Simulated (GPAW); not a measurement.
# A 7-layer slab of Ca(111) in an electric field, part 2 of 2

Aim: the dipole that a field along the normal induces in a 7-layer slab of Ca(111).

GPAW 26.7.0; GPAW, PAW setups; slab in vacuum, relaxation (the session's first sound run).

So far. Step 5 (In a field): The dipole is now -0.180 e Å, against 0.0026 in the run without a field.

### Step 8. In a field

Contents of run.py:

```python
import json
import numpy as np
from ase import Atoms
from gpaw import GPAW, PW
from gpaw.external import ConstantElectricField

slab = Atoms(
    ['Ca', 'Ca', 'Ca', 'Ca', 'Ca', 'Ca', 'Ca'],
    positions=[
        [0.00000, 0.00000, 7.00000],
        [1.97283, 1.13901, 10.22161],
        [3.94566, 2.27803, 13.44323],
        [-0.00000, -0.00000, 16.66852],
        [1.97283, 1.13901, 19.91005],
        [3.94566, 2.27803, 23.12499],
        [-0.00000, -0.00000, 26.23489]],
    cell=[[3.94566, 0.0, 0.0], [1.97283, 3.41704, 0.0], [0.0, 0.0, 33.32969]],
    pbc=[True, True, False])

slab.calc = GPAW(mode=PW(400), xc='PBE', kpts={'size': (9, 9, 1), 'gamma': True},
                 occupations={'name': 'fermi-dirac', 'width': 0.1}, nbands='160%',
                 convergence={'density': 1e-05}, maxiter=200,
                 poissonsolver={'dipolelayer': 'xy'},
                 external=ConstantElectricField(0.1, [0, 0, 1]),
                 symmetry={'tolerance': 1e-3}, txt='slab.txt')
result = {}
energy = slab.get_potential_energy()
fermi = slab.calc.get_fermi_level()
v = slab.calc.get_electrostatic_potential().mean((0, 1)) - fermi
n = slab.calc.get_pseudo_density().mean((0, 1))
L = slab.cell[2, 2]
z = np.arange(len(v)) * L / len(v)
low, high = slab.positions[:, 2].min(), slab.positions[:, 2].max()
below, above = np.interp([low - 4.8, high + 4.8], z, v)
slopes = [np.interp(x, z, np.gradient(v, z)) for x in (low - 4.8, high + 4.8)]
eps = np.array([[slab.calc.get_eigenvalues(k, s) for k in range(len(slab.calc.get_ibz_k_points()))]
                for s in range(slab.calc.get_number_of_spins())]) - fermi
top, bottom = eps[eps < 0].max(), eps[eps > 0].min()
dipole = slab.get_dipole_moment()[2]
print(f'energy {energy:.4f} eV, Fermi level {fermi:.4f} eV, dipole {dipole:.5f} e A')
print(f'potential 4.8 A off the faces, from the Fermi level: lower {below:.4f} eV, upper {above:.4f} eV')
print(f'slope of the potential there: lower {slopes[0]:.5f}, upper {slopes[1]:.5f} eV/A')
print(f'nearest levels on the mesh: {top:.4f} and {bottom:.4f} eV')
print('magnetic moment', round(slab.get_magnetic_moment(), 3))
result.update(energy=energy, fermi=fermi, dipole=dipole, below=below, above=above, slopes=slopes, edges=[top, bottom],
              z=z.tolist(), v=v.tolist(), n=n.tolist(), positions=slab.positions.tolist(),
              forces=slab.get_forces(apply_constraint=False).tolist(), moments=slab.get_magnetic_moments().tolist())
json.dump(result, open('result.json', 'w'))
```

Launch:

```sh
$ OMP_NUM_THREADS=1 OPENBLAS_NUM_THREADS=1 python run.py
```

What it wrote:

```text
energy -13.3092 eV, Fermi level 1.2727 eV, dipole 0.18487 e A
potential 4.8 A off the faces, from the Fermi level: lower 4.2320 eV, upper 1.7525 eV
slope of the potential there: lower -0.00821, upper 0.00494 eV/A
nearest levels on the mesh: -0.0089 and 0.0194 eV
magnetic moment 0.0
```

Elapsed: 8.8 min, on 1 thread of Intel Xeon Platinum 8488C (Sapphire Rapids), shared host; peak memory 0.61 GiB.

The electrostatic potential energy of an electron (without an applied field's), less the Fermi level, planar mean oscillates, so the rows of the table below give means over windows of 3.23 Å about each position, cut where the curve ends. Its maxima inside the range that stand out by 2 % of the span (Å: eV): 0.9: 4.24, 8.6: 2.49, 11.9: 2.18, 15.0: 1.88, 18.2: 1.58, 21.5: 1.18, 24.7: 0.667. Its minima: 7.0: -11.0, 10.2: -11.2, 13.4: -11.5, 16.7: -11.8, 19.9: -12.1, 23.1: -12.4, 26.2: -12.9.

Electrostatic potential energy of an electron (without an applied field's), less the Fermi level, planar mean against z; means over each step:

| z (Å) | electrostatic potential energy of an electron (without an applied field's), less the Fermi level, planar mean (eV) |
| --- | --- |
| 1.61 | 4.16 |
| 4.84 | 2.66 |
| 8.07 | -2.39 |
| 11.30 | -2.66 |
| 14.53 | -2.96 |
| 17.76 | -3.25 |
| 20.99 | -3.65 |
| 24.22 | -4.24 |
| 27.45 | -3.21 |
| 30.68 | 1.73 |

The dipole is now 0.185 e Å, against 0.0026 in the run without a field.

### Step 9. Field on

run.py: that of step 8 with these lines changed.

```diff
@@ -23,3 +23,3 @@
                  poissonsolver={'dipolelayer': 'xy'},
-                 external=ConstantElectricField(0.1, [0, 0, 1]),
+                 external=ConstantElectricField(0.2, [0, 0, 1]),
                  symmetry={'tolerance': 1e-3}, txt='slab.txt')
```

What it wrote:

```text
energy -13.3368 eV, Fermi level 1.2680 eV, dipole 0.36722 e A
potential 4.8 A off the faces, from the Fermi level: lower 5.4725 eV, upper 0.5477 eV
slope of the potential there: lower -0.01042, upper 0.00354 eV/A
nearest levels on the mesh: -0.0088 and 0.0190 eV
magnetic moment 0.0
```

The job ended after 9.3 min (1 thread; peak memory 0.62 GiB).

The dipole is now 0.367 e Å, against 0.0026 in the run without a field.

### Step 10. In a field

run.py: that of step 9 with these lines changed.

```diff
@@ -23,3 +23,3 @@
                  poissonsolver={'dipolelayer': 'xy'},
-                 external=ConstantElectricField(0.2, [0, 0, 1]),
+                 external=ConstantElectricField(0.3, [0, 0, 1]),
                  symmetry={'tolerance': 1e-3}, txt='slab.txt')
```

What it wrote:

```text
energy -13.3827 eV, Fermi level 1.2611 eV, dipole 0.54994 e A
potential 4.8 A off the faces, from the Fermi level: lower 6.7239 eV, upper -0.6509 eV
slope of the potential there: lower -0.01348, upper 0.00242 eV/A
nearest levels on the mesh: -0.0087 and 0.0185 eV
magnetic moment 0.0
```

Wall time 9.8 min (1 thread); peak memory 0.62 GiB.

Electrostatic potential energy of an electron (without an applied field's), less the Fermi level, planar mean against z:

z (Å), electrostatic potential energy of an electron (without an applied field's), less the Fermi level, planar mean (eV) and a bar from the least value:
```
        0        3.0 ########################
        1        6.7 ##############################
        2        6.7 ##############################
        3        6.7 ##############################
        4        6.6 ##############################
        5        5.8 #############################
        6        2.5 ########################
        7       -9.0 ######
        8        2.5 ########################
        9        3.3 #########################
       10       -8.1 ########
       11       -0.1 ####################
       12        3.0 ########################
       13       -5.3 ############
       14       -3.8 ##############
       15        2.2 #######################
       16       -2.9 ###############
       17       -8.4 #######
       18        1.0 #####################
       19       -1.4 ##################
       20      -12.5 #
       21       -0.9 ##################
       22       -1.0 ##################
       23      -13.0 
       24       -3.2 ###############
       25       -1.5 #################
       26      -12.6 #
       27       -5.7 ###########
       28       -1.5 #################
       29       -0.8 ###################
       30       -0.7 ###################
       31       -0.7 ###################
       32       -0.7 ###################
       33       -0.1 ####################
```

The dipole is now 0.550 e Å, against 0.0026 in the run without a field.

### Step 11. The series

The members are put on one axis.

This step: induced dipole against applied field (GPAW 26.7.0).

Table of dipole along the normal by field:

```csv
field (V/Å),dipole along the normal (e·Å)
-0.200,-0.362
-0.100,-0.180
-0.050,-0.0886
0.000,0.00263
0.050,0.0937
0.100,0.185
0.200,0.367
0.300,0.550
```

### Step 12. A changed run

One more run, with changed settings.

This step: GPAW, PAW setups; slab in vacuum (GPAW 26.7.0).

run.py: that of step 10 with these lines changed.

```diff
@@ -4,3 +4,2 @@
 from gpaw import GPAW, PW
-from gpaw.external import ConstantElectricField
 
@@ -21,5 +20,4 @@
                  occupations={'name': 'fermi-dirac', 'width': 0.1}, nbands='160%',
-                 convergence={'density': 1e-05}, maxiter=200,
+                 convergence={'density': 1e-05}, maxiter=6,
                  poissonsolver={'dipolelayer': 'xy'},
-                 external=ConstantElectricField(0.3, [0, 0, 1]),
                  symmetry={'tolerance': 1e-3}, txt='slab.txt')
```

What it wrote:

```text
gpaw.KohnShamConvergenceError
```

It took 45 s on 1 thread; peak memory 0.34 GiB.

The run stopped without converging, so none of its numbers is a property of the system.

The fault put into the input: too few SCF iterations (maxiter = 6).

### Step 13. What came out

```json
{
  "work function, upper and lower face": "2.966 and 3.000 eV",
  "dipole along the normal": "0.00263 e Å",
  "induced dipole per field": "1.82 e Å per V/Å",
  "out-of-plane polarisability per area, α/(ε0 A)": "24.5 Å"
}
```

What this shows: The field induces 1.82 e Å per V/Å, a polarisable thickness α/(ε0 A) of 24.5 Å beside 19.2 Å between the outermost nuclei. A perfect conductor would give the distance between its two image planes; a dielectric of thickness t gives t(1 - 1/ε). The measured value for polycrystalline Ca, which weights the faces of low work function, is 2.87 eV (as compiled in "Anisotropic work function of elemental crystals", 2019, arxiv:1902.07811); the relaxed upper face lies 0.096 eV over it with PBE. Measured work functions scatter by a tenth of an eV or more between methods. The induced dipole is linear in the field over this range. The small printed dipole stands for a step of -35 meV from the lower to the upper face, and the probes find -34 meV; values this small are near the numerical noise of both. The in-plane lattice was kept as typed, which isn't the functional's own and leaves some strain; spin-orbit coupling and temperature are left out.

[Logs are printed without paths, hosts, clocks, repeated set-up lines and the standing remarks that a program may print on its own settings, such as how far it seeks lower states.]

[Hosts, paths, dates, database ids (printed as entryN), source tags and the programs' standing remarks are cut or masked in the printed files.]
